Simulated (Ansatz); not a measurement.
**SnH2 (model cell, started as rutile): from the cell to its phonons**

Wanted: phonon frequencies of SnH2 (model cell, started as rutile) and what follows from them.

Program: Ansatz 0.2.0. Level of theory: DFT PBE, scalar-relativistic, plane waves, PAW. Results are calculated unless marked as measured.

The structure was built from a prototype and need not be the compound's stable phase.

**1. Starting point**

Symmetry: P4_2/mnm, No. 136, tetragonal system. Conventional cell: a = 5.825 Å, b = 5.825 Å, c = 3.757 Å, α = 90.00°, β = 90.00°, γ = 90.00°. Nearest to Sn lie 6 H at 2.47 to 2.51 Å. Nearest to H lie 3 Sn at 2.47 to 2.51 Å. Farther neighbours are not listed.

**2. Bringing the structure to rest, k-mesh 6×6×10**

The cell and atoms are relaxed, since residual forces and stress would shift the frequencies.

input.yaml

```yaml
crystal:
  lattice:
    - [5.825, 0.0, 0.0]
    - [0.0, 5.825, 0.0]
    - [0.0, 0.0, 3.75712]
  atoms:
    - { symbol: Sn, position: [0.0, 0.0, 0.0] }
    - { symbol: Sn, position: [0.5, 0.5, 0.5] }
    - { symbol: H, position: [0.305, 0.305, 0.0] }
    - { symbol: H, position: [0.695, 0.695, 0.0] }
    - { symbol: H, position: [0.805, 0.195, 0.5] }
    - { symbol: H, position: [0.195, 0.805, 0.5] }
kpoints:
  mp_grid: { grid: [6, 6, 10] }
hamiltonian:
  xc: pbe
scf:
  occupations: { method: gaussian, width: 0.1 }
output:
  forces: true
  stress: true
  eigenvalues: true
relax:
  adjacent_minimum: "off"
  f_tol: 0.005
  max_steps: 80
  cell: { stress_tol: 0.05 }
```

The run is started by

```console
$ ansatz run input.yaml --threads 8 --pin off --max-ram 14336MiB --backend cpu --events-out ev --progress --plain --runs-dir out
```

Numbers of over 12 decimals in the logs are rounded to 6 here.

The program printed:

```text
Engine: ansatz 0.2.0, aarch64-unknown-linux-gnu
Pseudopotentials: kind: paw
Pseudopotential: Sn, paw, valence charge 14, recommended cutoff 420 eV (normal), Sn.paw.azcp
Pseudopotential: H, paw, valence charge 1, recommended cutoff 420 eV (normal), H.paw.azcp
Functional definition: PBE
  parameter kappa = 0.804
  parameter beta = 0.066725
  exchange = pbe_x(kappa = kappa, mu = beta*pi^2/3)
  correlation = pbe_c(beta = beta)
Crystal: 6 atoms, lattice volume = 127.481 Å³
Basis set: ecut = 420 eV, 2521 PW (Γ), exchange–correlation on 80×80×54 points (8 copies of the dense FFT grid, shifted against one another)
Bands: 22, of which v1, the nominal top of the filled ones, is band 16 counted from 1 (15 counted from 0)
Symmetry: 16 space group operations
Space group: P42/mnm (ITA 136), of the structure as read, at distance tolerance 5.0e-5 Å
k-points: 60 of 360
Non-local potential: Sn, projectors of the file, l = 0: 2, l = 1: 2, l = 2: 2, l = 3: 2
Non-local potential: H, projectors of the file, l = 0: 2, l = 1: 1
PAW form: soft (Blöchl's): semilocal exchange-correlation on the pseudo side does not see the compensation charge
PAW one-centre angular grid: Sn, 590 points (default); XC on 64 Gauss nodes
PAW one-centre angular grid: H, 110 points (default); XC on 64 Gauss nodes
Initial density: superposition of atomic densities (neutral atoms: chi_scale 0, normalization atom), corrected by the library's trained network
Initial wavefunctions: pseudopotential atomic-orbital guess
Functional: x = pbe(κ = 0.804, μ = 0.219515), c = pbe(β = 0.066725)
SCF iter   1: F=—  HF=-12107.983283 eV  |F-HF|=—  |Δ(HF+E_count)|=         —  Δρ=3.48e-3  dr2=1.71e-2  ethr=1.77e-3  ⟨swp⟩=6.1  Hψ=6494  notcnv=0
preconditioner: auto → LDOS  [metal: Δε(μ)=0.052 eV  Ē_g=6.945 eV  σ=0.100 eV  W_gap=0.29  n_scr=22 (ndim 8)  ℏωp=11.4 eV  f_vac=0.094  D(μ)=1.12/eV (n_scr^D=4)  β→1.0]
SCF iter   2: F=—  HF=-12107.978245 eV  |F-HF|=—  |Δ(HF+E_count)|=   5.04e-3  Δρ=5.34e-4  dr2=2.40e-4  ethr=5.34e-5  ⟨swp⟩=2.0  Hψ=2150  notcnv=0
SCF iter   3: F=—  HF=-12107.978310 eV  |F-HF|=—  |Δ(HF+E_count)|=   6.50e-5  Δρ=1.43e-4  dr2=2.31e-5  ethr=7.50e-7  ⟨swp⟩=2.0  Hψ=2220  notcnv=0
SCF iter   4: F=—  HF=-12107.978312 eV  |F-HF|=—  |Δ(HF+E_count)|=   1.67e-6  Δρ=5.64e-5  dr2=3.61e-6  ethr=7.23e-8  ⟨swp⟩=2.0  Hψ=2213  notcnv=0
SCF iter   5: F=—  HF=-12107.978313 eV  |F-HF|=—  |Δ(HF+E_count)|=   1.38e-6  Δρ=8.69e-6  dr2=1.14e-7  ethr=1.13e-8  ⟨swp⟩=2.0  Hψ=2230  notcnv=0
SCF iter   6: F=-12107.978313 eV  HF=-12107.978313 eV  |F-HF|=3.69e-9  |Δ(HF+E_count)|=   1.58e-7  Δρ=1.23e-6  dr2=2.47e-9  ethr=3.13e-10  ⟨swp⟩=8.6  Hψ=5872  notcnv=0
SCF 1 converged in 6 iterations: F = -12107.978313 eV  dr2 = 2.47e-9
  greatest PAW one-centre occupation: 0.992 electrons in one spin orbital (limit 2), on the Sn atom at site 0 (counted from 0), in its partial waves of l = 2
relax step   1: F+E_penalty+E_count = -12107.97831347 eV  Δ(F+E_penalty+E_count) = +0.000e0 eV  max|allowed force component| = 2.767e-2 eV/Å  Δτ_max = 0.0000 Å  P = -6.198 GPa  Ω = 127.481 Å³  (6 SCF iters, dr2 threshold 1.00e-7 eV, accepted)
Crystal: 6 atoms, lattice volume = 109.902 Å³
Basis set: ecut = 420 eV, 2127 PW (Γ), exchange–correlation on 80×80×54 points (8 copies of the dense FFT grid, shifted against one another)
Initial density: handed on by an earlier stage of this run
Initial wavefunctions: those handed on with the density
iter 1 solved again at ethr=6.88e-5 eV; its pass at ethr=3.10e-3 eV (dr2=2.20e-2 eV) is discarded
SCF iter   1: F=—  HF=-12108.594323 eV  |F-HF|=—  |Δ(HF+E_count)|=         —  Δρ=3.89e-3  dr2=2.20e-2  ethr=6.88e-5  ⟨swp⟩=1.9  Hψ=8132  notcnv=0
preconditioner: auto → LDOS  [metal: Δε(μ)=0.020 eV  Ē_g=7.503 eV  σ=0.100 eV  W_gap=0.11  n_scr=18 (ndim 8)  ℏωp=12.3 eV  f_vac=0.048  D(μ)=1.98/eV (n_scr^D=10)  β→1.0]
SCF iter   2: F=—  HF=-12108.592571 eV  |F-HF|=—  |Δ(HF+E_count)|=   1.75e-3  Δρ=8.96e-4  dr2=1.37e-3  ethr=6.86e-5  ⟨swp⟩=2.0  Hψ=1537  notcnv=0
SCF iter   3: F=—  HF=-12108.592921 eV  |F-HF|=—  |Δ(HF+E_count)|=   3.50e-4  Δρ=4.87e-4  dr2=2.01e-4  ethr=4.28e-6  ⟨swp⟩=2.0  Hψ=2271  notcnv=0
SCF iter   4: F=—  HF=-12108.592931 eV  |F-HF|=—  |Δ(HF+E_count)|=   1.00e-5  Δρ=1.77e-4  dr2=4.13e-5  ethr=6.27e-7  ⟨swp⟩=2.0  Hψ=2282  notcnv=0
SCF iter   5: F=—  HF=-12108.592917 eV  |F-HF|=—  |Δ(HF+E_count)|=   1.48e-5  Δρ=2.55e-5  dr2=1.01e-6  ethr=1.29e-7  ⟨swp⟩=2.0  Hψ=2262  notcnv=0
SCF iter   6: F=-12108.592917 eV  HF=-12108.592917 eV  |F-HF|=9.99e-9  |Δ(HF+E_count)|=   1.54e-7  Δρ=3.03e-6  dr2=1.00e-8  ethr=1.87e-9  ⟨swp⟩=7.0  Hψ=6336  notcnv=0
SCF 2 converged in 6 iterations: F = -12108.592917 eV  dr2 = 1.00e-8
  greatest PAW one-centre occupation: 0.992 electrons in one spin orbital (limit 2), on the Sn atom at site 1 (counted from 0), in its partial waves of l = 2
relax step   2: F+E_penalty+E_count = -12108.59291667 eV  Δ(F+E_penalty+E_count) = -6.146e-1 eV  max|allowed force component| = 4.049e-2 eV/Å  Δτ_max = 0.0009 Å  P = -4.637 GPa  Ω = 109.902 Å³  energy of the carried Pulay correction = +7.049e-3 eV  (6 SCF iters, dr2 threshold 6.00e-7 eV, accepted)
Crystal: 6 atoms, lattice volume = 96.085 Å³
Basis set: ecut = 420 eV, 1899 PW (Γ), exchange–correlation on 80×80×54 points (8 copies of the dense FFT grid, shifted against one another)
iter 1 solved again at ethr=6.64e-5 eV; its pass at ethr=3.10e-3 eV (dr2=2.12e-2 eV) is discarded
SCF iter   1: F=—  HF=-12108.939562 eV  |F-HF|=—  |Δ(HF+E_count)|=         —  Δρ=4.57e-3  dr2=2.18e-2  ethr=6.64e-5  ⟨swp⟩=1.9  Hψ=8193  notcnv=0
preconditioner: auto → LDOS  [metal: Δε(μ)=0.024 eV  Ē_g=8.038 eV  σ=0.100 eV  W_gap=0.14  n_scr=18 (ndim 8)  ℏωp=13.1 eV  f_vac=0.018  D(μ)=2.24/eV (n_scr^D=10)  β→1.0]
SCF iter   2: F=—  HF=-12108.936897 eV  |F-HF|=—  |Δ(HF+E_count)|=   2.66e-3  Δρ=9.99e-4  dr2=1.25e-3  ethr=6.64e-5  ⟨swp⟩=2.1  Hψ=1539  notcnv=0
SCF iter   3: F=—  HF=-12108.937358 eV  |F-HF|=—  |Δ(HF+E_count)|=   4.60e-4  Δρ=5.14e-4  dr2=1.92e-4  ethr=3.90e-6  ⟨swp⟩=2.0  Hψ=2284  notcnv=0
SCF iter   4: F=—  HF=-12108.937335 eV  |F-HF|=—  |Δ(HF+E_count)|=   2.31e-5  Δρ=1.54e-4  dr2=3.13e-5  ethr=6.01e-7  ⟨swp⟩=2.0  Hψ=2282  notcnv=0
SCF iter   5: F=—  HF=-12108.937332 eV  |F-HF|=—  |Δ(HF+E_count)|=   2.46e-6  Δρ=2.92e-5  dr2=1.52e-6  ethr=9.77e-8  ⟨swp⟩=2.0  Hψ=2284  notcnv=0
SCF iter   6: F=-12108.937332 eV  HF=-12108.937332 eV  |F-HF|=3.28e-9  |Δ(HF+E_count)|=   2.83e-7  Δρ=3.64e-6  dr2=1.51e-8  ethr=1.87e-9  ⟨swp⟩=7.0  Hψ=6420  notcnv=0
SCF 3 converged in 6 iterations: F = -12108.937332 eV  dr2 = 1.51e-8
relax step   3: F+E_penalty+E_count = -12108.93733238 eV  Δ(F+E_penalty+E_count) = -3.444e-1 eV  max|allowed force component| = 5.057e-2 eV/Å  Δτ_max = 0.0397 Å  P = -2.360 GPa  Ω = 96.085 Å³  energy of the carried Pulay correction = +1.337e-2 eV  (6 SCF iters, dr2 threshold 6.00e-7 eV, accepted)
[... from here on, the SCF cycles and remarks between the steps are left out ...]
relax step   4: F+E_penalty+E_count = -12109.00235650 eV  Δ(F+E_penalty+E_count) = -6.502e-2 eV  max|allowed force component| = 1.512e-1 eV/Å  Δτ_max = 0.0735 Å  P = +1.101 GPa  Ω = 84.994 Å³  energy of the carried Pulay correction = +1.904e-2 eV  (6 SCF iters, dr2 threshold 6.00e-7 eV, accepted)
relax step   5: F+E_penalty+E_count = -12109.05089622 eV  Δ(F+E_penalty+E_count) = -4.854e-2 eV  max|allowed force component| = 1.674e-2 eV/Å  Δτ_max = 0.0875 Å  P = +0.284 GPa  Ω = 86.868 Å³  energy of the carried Pulay correction = +1.804e-2 eV  (6 SCF iters, dr2 threshold 6.00e-7 eV, accepted)
relax step   6: F+E_penalty+E_count = -12109.07616777 eV  Δ(F+E_penalty+E_count) = -2.527e-2 eV  max|allowed force component| = 5.324e-2 eV/Å  Δτ_max = 0.0998 Å  P = +0.185 GPa  Ω = 86.081 Å³  energy of the carried Pulay correction = +1.846e-2 eV  (5 SCF iters, dr2 threshold 6.00e-7 eV, accepted)
relax step   7: F+E_penalty+E_count = -12109.07917220 eV  Δ(F+E_penalty+E_count) = -3.004e-3 eV  max|allowed force component| = 4.622e-3 eV/Å  Δτ_max = 0.0238 Å  P = -0.032 GPa  Ω = 86.555 Å³  energy of the carried Pulay correction = +1.821e-2 eV  (5 SCF iters, dr2 threshold 6.00e-7 eV, accepted)
relax step   8: F+E_penalty+E_count = -12109.07927083 eV  Δ(F+E_penalty+E_count) = -9.863e-5 eV  max|allowed force component| = 1.818e-4 eV/Å  Δτ_max = 0.0013 Å  P = +0.008 GPa  Ω = 86.443 Å³  energy of the carried Pulay correction = +1.827e-2 eV  (4 SCF iters, dr2 threshold 9.00e-9 eV, accepted)
relax step   9: F+E_penalty+E_count = -12109.07138431 eV  Δ(F+E_penalty+E_count) = +7.887e-3 eV  max|allowed force component| = 6.421e-4 eV/Å  Δτ_max = 0.0000 Å  P = -0.049 GPa  Ω = 86.443 Å³  stress off target by 5.95e-2 GPa  SCF on the basis re-selected at this cell (its energy is not comparable with the rows above)  (6 SCF iters)
relax step  10: F+E_penalty+E_count = -12109.07150995 eV  Δ(F+E_penalty+E_count) = -1.256e-4 eV  max|allowed force component| = 5.329e-4 eV/Å  Δτ_max = 0.0013 Å  P = -0.003 GPa  Ω = 86.315 Å³  energy of the carried Pulay correction = +9.003e-5 eV  (5 SCF iters, dr2 threshold 8.84e-9 eV, accepted)
iter 1 solved again at ethr=3.20e-7 eV; its pass at ethr=3.10e-3 eV (dr2=1.03e-4 eV) is discarded
SCF iter   1: F=—  HF=-12109.071439 eV  |F-HF|=—  |Δ(HF+E_count)|=         —  Δρ=4.57e-6  dr2=9.45e-9  ethr=3.20e-7  ⟨swp⟩=2.7  Hψ=9540  notcnv=0
eigensolver tolerance schedule: the retry pair's looser diagonalisation over-reported the residual by 10843.43 of it (diagonalisation noise at an unbounded share of the residual, at the tolerance the schedule requests for it); recorded, not acted on — ethr = c·dr2/N_el stays at c = 1.0e-1
SCF iter   2: F=—  HF=-12109.071441 eV  |F-HF|=—  |Δ(HF+E_count)|=   2.47e-6  Δρ=2.04e-6  dr2=1.72e-9  ethr=2.95e-11  ⟨swp⟩=3.8  Hψ=2758  notcnv=0
SCF iter   3: F=—  HF=-12109.071441 eV  |F-HF|=—  |Δ(HF+E_count)|=   2.86e-9  Δρ=1.16e-6  dr2=8.21e-10  ethr=5.36e-12  ⟨swp⟩=1.6  Hψ=1446  notcnv=0
SCF iter   4: F=—  HF=-12109.071441 eV  |F-HF|=—  |Δ(HF+E_count)|=   1.54e-9  Δρ=3.45e-7  dr2=9.69e-11  ethr=2.57e-12  ⟨swp⟩=2.0  Hψ=1682  notcnv=0
SCF iter   5: F=-12109.071441 eV  HF=-12109.071441 eV  |F-HF|=5.46e-12  |Δ(HF+E_count)|=  1.22e-10  Δρ=1.48e-7  dr2=1.76e-11  ethr=1.00e-12  ⟨swp⟩=5.7  Hψ=4924  notcnv=0
SCF 11 converged in 5 iterations: F = -12109.071441 eV  dr2 = 1.76e-11
relax step  11: F+E_penalty+E_count = -12109.07144118 eV  Δ(F+E_penalty+E_count) = +6.876e-5 eV  max|allowed force component| = 5.366e-4 eV/Å  Δτ_max = 0.0000 Å  P = -0.003 GPa  Ω = 86.315 Å³  stress off target by 9.38e-3 GPa  SCF on the basis re-selected at this cell (its energy is not comparable with the rows above)  (5 SCF iters)
basis re-selected at this cell: Δ(F+E_penalty+E_count) = +6.876e-5 eV, ΔP = -0.000 GPa vs the last step (what re-selecting the basis moved, of the pressure what is left beyond the Pulay correction that the steps carried, after the strain that the cell walked since its last selection, with what the two solves' SCF thresholds leave and, on support functions, any second-order correction that the steps lacked; it is no m [...]
SCF converged after 5 iterations
Free energy (F): -12109.071441 eV
Harris-Foulkes:  -12109.071441 eV  (|F-HF|=5.46e-12)
Internal energy: -12109.066841 eV  (E = F + TS)
E sigma→0 (E₀):  -12109.069141 eV
Entropy (-TS):   -0.004600 eV (-0.767 meV/atom)
Fermi energy:    6.760563 eV
--- Per-component energies (eV) ---
  E_band       = -283.256597
  E_kinetic    = 421.406321
  E_local      = -2215.408940  (includes V_loc(G=0)·N_el)
  E_nonlocal   = -60.305753
  E_hartree    = 1256.167603
  E_xc         = -800.189789
  E_vxc        = -236.783815  (∫ρ·V_xc dr)
  E_paw        = -8269.385874  (= ΣΔE_a)
  E_vpaw       = -704.495290  (= ΣTr[D̂ρ^β])
  E_aug_tail   = -0.004229  (compensation charges beyond the density's cutoff)
  E_ewald      = -2441.346180
  E_smearing   = -0.004600  (= −TS)
  E_closure    = -0.000000  (closes the sum)
  Σ components = -12109.071441   (vs F -12109.071441, Δ=0.00e0)
--- Forces (eV/Å), atoms counted from 1 ---
  atom   1  Sn    -0.00000000     0.00000000     0.00000000
  atom   2  Sn     0.00000000    -0.00000000     0.00000000
  atom   3  H      0.00053659     0.00053659     0.00000000
  atom   4  H     -0.00053659    -0.00053659     0.00000000
  atom   5  H      0.00053659    -0.00053659     0.00000000
  atom   6  H     -0.00053659     0.00053659     0.00000000
  max |Σ_I F_I| component: 1.08e-19 eV/Å
--- Stress (GPa, compression-positive) ---
       -0.009375       0.000000       0.000000
        0.000000      -0.009375       0.000000
        0.000000       0.000000       0.008364
  P = ⅓ Tr σ = -0.0035 GPa (-0.035 kbar)
--- Band table (eV; the first three rows and the last of 60) ---
  k-point 0: bands = [... 12 lower, 1.4394, 1.4394, 4.8446, 8.1823, 8.8315, 9.2097, 9.2097, 11.2654, ... 2 higher]
  k-point 1: bands = [... 12 lower, 1.5365, 1.5365, 4.1517, 8.5588, 8.9365, 9.2736, 9.2736, 9.5665, ... 2 higher]
  k-point 2: bands = [... 12 lower, 1.8135, 1.8135, 2.7903, 7.6961, 9.1702, 9.2521, 9.2523, 9.2523, ... 2 higher]
  k-point 59: bands = [... 12 lower, 1.7553, 1.7553, 2.1002, 2.1002, 5.7251, 5.7251, 12.1627, 12.1627, ... 2 higher]
--- Relaxed structure (9 steps of the walk, 9 accepted, 2 SCFs on fresh bases) ---
  F+E_penalty+E_count = -12109.07144118 eV   max|allowed force component| = 5.366e-4 eV/Å   (the final SCF, on the basis selected at the relaxed cell)
  cell:  # Å, volume = 86.3153 Å³
    - [4.860354, 0, 0.0]
    - [0, 4.860354, 0.0]
    - [0.0, 0.0, 3.653858]
  atoms:
    - { symbol: Sn, position: [-2.109463454335169e-19, 1.9853773687860352e-19, 0.0] }
    - { symbol: Sn, position: [0.5, 0.5, 0.500000] }
    - { symbol: H, position: [0.311220, 0.311220, 0.0] }
    - { symbol: H, position: [0.688780, 0.688780, 0.0] }
    - { symbol: H, position: [0.811220, 0.188780, 0.500000] }
    - { symbol: H, position: [0.188780, 0.811220, 0.500000] }
```

Wall time 26 s (8 threads of Arm Neoverse N1, shared host); peak memory 0.58 GiB; 3.2 min of CPU time.

The steps of the relaxation:

| step | energy less that of the first step (eV) | largest force component (eV/Å) | pressure (GPa) | volume (Å³) |
| --- | --- | --- | --- | --- |
| 1 | 0.0000 | 0.0277 | -6.20 | 127.48 |
| 2 | -0.6146 | 0.0405 | -4.64 | 109.90 |
| 3 | -0.9590 | 0.0506 | -2.36 | 96.08 |
| 4 | -1.0240 | 0.1512 | 1.10 | 84.99 |
| 5 | -1.0726 | 0.0167 | 0.28 | 86.87 |
| 6 | -1.0979 | 0.0532 | 0.19 | 86.08 |
| 7 | -1.1009 | 0.0046 | -0.03 | 86.55 |
| 8 | -1.1010 | 0.0002 | 0.01 | 86.44 |
| 9* | -1.0931 | 0.0006 | -0.05 | 86.44 |
| 10 | -1.0932 | 0.0005 | 0.00 | 86.32 |
| 11* | -1.0931 | 0.0005 | 0.00 | 86.32 |

Relaxation steps marked * repeat the geometry before them on a plane-wave basis chosen anew for their cell, so energy and pressure can jump there.

The run keeps the 16 symmetry operations that it works with, so distortions that break them were not tested.

| cell as run | before | after | change |
| --- | --- | --- | --- |
| a (Å) | 5.825 | 4.860 | -16.6 % |
| b (Å) | 5.825 | 4.860 | -16.6 % |
| c (Å) | 3.757 | 3.654 | -2.7 % |
| volume (Å³/atom) | 21.25 | 14.39 | -32.3 % |

The atoms that moved most (Å, as changes of fractional coordinates times the final cell):

| atom | dx | dy | dz | length |
| --- | --- | --- | --- | --- |
| H3 | 0.030 | 0.030 | 0.000 | 0.043 |
| H5 | 0.030 | -0.030 | 0.000 | 0.043 |
| H6 | -0.030 | 0.030 | 0.000 | 0.043 |
| H4 | -0.030 | -0.030 | 0.000 | 0.043 |

The relaxed structure:

```xyz
6
Lattice="4.8604 0.0000 0.0000 0.0000 4.8604 0.0000 0.0000 0.0000 3.6539" Properties=species:S:1:pos:R:3 pbc="T T T"
Sn    0.0000    0.0000    0.0000
Sn    2.4302    2.4302    1.8269
H     1.5126    1.5126    0.0000
H     3.3477    3.3477    0.0000
H     3.9428    0.9175    1.8269
H     0.9175    3.9428    1.8269
```

This step gave:

| Property | Result |
| --- | --- |
| pressure | -0.003462 GPa |
| volume per atom | 14.39 Å³ |
| gap on the k-mesh | 0 eV |

In this step the volume went from 21.25 to 14.39 Å³/atom.

**3. Bringing the structure to rest, k-mesh 8×8×10**

The relaxation is repeated from its end, on the mesh and smearing that suit the cell and gap now reached.

input.yaml, the sections that differ from step 2:

```yaml
crystal:
  lattice:
    - [4.8603543352, 0.0, 0.0]
    - [0.0, 4.8603543352, 0.0]
    - [0.0, 0.0, 3.6538583057]
  atoms:
    - { symbol: Sn, position: [0.0, 0.0, 0.0] }
    - { symbol: Sn, position: [0.5, 0.5, 0.5] }
    - { symbol: H, position: [0.3112196487, 0.3112196487, 0.0] }
    - { symbol: H, position: [0.6887803513, 0.6887803513, 0.0] }
    - { symbol: H, position: [0.8112196487, 0.1887803513, 0.5] }
    - { symbol: H, position: [0.1887803513, 0.8112196487, 0.5] }
kpoints:
  mp_grid: { grid: [8, 8, 10] }
output:
  forces: true
  stress: true
  eigenvalues: true
  write_density: true
  write_potential: true
  elf: true
  volumetric_format: npy
# hamiltonian, scf, relax: as in step 2
```

The program printed:

```text
[...]
Crystal: 6 atoms, lattice volume = 86.315 Å³
Basis set: ecut = 420 eV, 1697 PW (Γ), exchange–correlation on 72×72×50 points (8 copies of the dense FFT grid, shifted against one another)
Bands: 22, of which v1, the nominal top of the filled ones, is band 16 counted from 1 (15 counted from 0)
Symmetry: 16 space group operations
[...]
k-points: 90 of 640
[...]
cell:  # Å, volume = 85.4091 Å³
    - [4.814065, 0, 0.0]
    - [0, 4.814065, 0.0]
    - [0.0, 0.0, 3.685361]
  atoms:
    - { symbol: Sn, position: [-1.4871373535236837e-19, 0, 0.0] }
    - { symbol: Sn, position: [0.5, 0.5, 0.5] }
    - { symbol: H, position: [0.313645, 0.313645, 0.0] }
    - { symbol: H, position: [0.686355, 0.686355, 0.0] }
    - { symbol: H, position: [0.813645, 0.186355, 0.5] }
    - { symbol: H, position: [0.186355, 0.813645, 0.5] }
[key lines of the parts left out:]
SCF converged after 5 iterations
Free energy (F): -12109.067086 eV
Fermi energy:    6.865904 eV
P = ⅓ Tr σ = -0.0056 GPa (-0.056 kbar)
```

Wall time 14 s (8 threads); peak memory 0.55 GiB.

Relaxation path:

| step | energy less that of the first step (eV) | largest force component (eV/Å) | pressure (GPa) | volume (Å³) |
| --- | --- | --- | --- | --- |
| 1 | 0.0000 | 0.0038 | -0.17 | 86.32 |
| 2 | -0.0019 | 0.0004 | 0.04 | 85.58 |
| 3 | -0.0025 | 0.0009 | -0.02 | 85.35 |
| 4 | -0.0025 | 0.0001 | 0.00 | 85.41 |
| 5* | -0.0019 | 0.0001 | -0.01 | 85.41 |

Relaxation steps marked * repeat the geometry before them on a plane-wave basis chosen anew for their cell, so energy and pressure can jump there.

The run keeps the 16 symmetry operations that it works with, so distortions that break them were not tested.

| conventional cell, symmetrised | before | after | change |
| --- | --- | --- | --- |
| a (Å) | 4.860 | 4.814 | -1.0 % |
| b (Å) | 4.860 | 4.814 | -1.0 % |
| c (Å) | 3.654 | 3.685 | +0.9 % |
| volume (Å³/atom) | 14.39 | 14.23 | -1.0 % |

The atoms that moved most (Å, as changes of fractional coordinates times the final cell):

| atom | dx | dy | dz | length |
| --- | --- | --- | --- | --- |
| H4 | -0.012 | -0.012 | 0.000 | 0.017 |
| H5 | 0.012 | -0.012 | 0.000 | 0.017 |
| H6 | -0.012 | 0.012 | 0.000 | 0.017 |
| H3 | 0.012 | 0.012 | 0.000 | 0.017 |

Final coordinates:

```xyz
6
Lattice="4.8141 0.0000 0.0000 0.0000 4.8141 0.0000 0.0000 0.0000 3.6854" Properties=species:S:1:pos:R:3 pbc="T T T"
Sn    0.0000    0.0000    0.0000
Sn    2.4070    2.4070    1.8427
H     1.5099    1.5099    0.0000
H     3.3042    3.3042    0.0000
H     3.9169    0.8971    1.8427
H     0.8971    3.9169    1.8427
```

This step gave:

```
pressure        : -0.005619 GPa
volume per atom : 14.23 Å³
```

In this step the volume went from 14.39 to 14.23 Å³/atom.

[end of part 1 of 3]

[Logs are printed without paths, hosts, clocks, repeated set-up lines and the standing remarks that a program may print on its own settings, such as how far it seeks lower states.]

[Hosts, paths, dates, database ids (printed as entryN), source tags and the programs' standing remarks are cut or masked in the printed files.]
